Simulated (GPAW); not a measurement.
**CdF2 (Fm-3m): refractive index against wavelength**

The refractive index of CdF2 (Fm-3m) below the direct gap (3.53 eV on the mesh) is read from one computed spectrum, n = √(Re ε).

The structure is cubic, space group Fm-3m (No. 225). The conventional cell has a = 5.388 Å, b = 5.388 Å, c = 5.388 Å, α = 90.00°, β = 90.00°, γ = 90.00°. Around Cd on site a lie 8 F at 2.33 Å. Around F on site c lie 4 Cd at 2.33 Å.

Method: GPAW 26.7.0, PBE, RPA, k-mesh 10×10×10, local fields up to 50 eV, Lorentzian half width 0.15 eV.

Launch of the response step: `OMP_NUM_THREADS=1 python df.py`. The run took 1.7 min, its band step included, on 1 thread of Arm Neoverse N1 (shared host).

| wavelength (nm) | photon energy E (eV) | n |
| --- | --- | --- |
| 1550 | 0.800 | 1.6327 |
| 1310 | 0.946 | 1.6345 |
| 1064 | 1.165 | 1.6378 |
| 850 | 1.459 | 1.6435 |
| 700 | 1.771 | 1.6514 |
| 633 | 1.959 | 1.6572 |
| 532 | 2.331 | ? |

In the single-oscillator model n² − 1 = E₀E_d/(E₀² − E²), so 1/(n² − 1) = E₀/E_d − E²/(E₀E_d) is linear in E².

Working, on the rows shown:

| x = E² (eV²) | y = 1/(n² − 1) |
| --- | --- |
| 0.639837 | 0.600345 |
| 0.895757 | 0.598233 |
| 1.35784 | 0.594393 |
| 2.12762 | 0.587858 |
| 3.13716 | 0.578998 |
| 3.83641 | 0.572635 |

Means: x̄ = 1.9991, ȳ = 0.58874. Σ(x − x̄)(y − ȳ) = -0.07066, Σ(x − x̄)² = 8.164. Slope = -0.07066 / 8.164 = -0.008656; intercept = ȳ − slope · x̄ = 0.60605. Turned back into n, the line misses the rows shown by at most 0.0002.

**Question.** What does the fit predict for the withheld row, and how well does it do?

**Answer.** At x = 5.4314 the line gives y = 0.55903, that is 1.6700. The run gave 1.6714, so the extrapolation is off by 0.0014, 4 % of the range in the table.

Refitted with all rows, the slope is -0.008896 and the intercept 0.60643. These give E₀ = √(intercept/−slope) = 8.26 eV and E_d = E₀/intercept = 13.6 eV; E₀ is 2.3 times the direct gap. The electronic limit at long wavelengths, without lattice vibrations, is n = √(1 + 1/intercept) = 1.628. Excitons are left out; PBE gaps are as a rule too small. The values come from a sum over the points of one k-mesh and carry its error, which grows as the direct gap shrinks. This version of GPAW has incomplete matrix elements in the optical limit, which can lower ε − 1 by up to a tenth where first-row anions or d states rule. Spin-orbit coupling is left out.
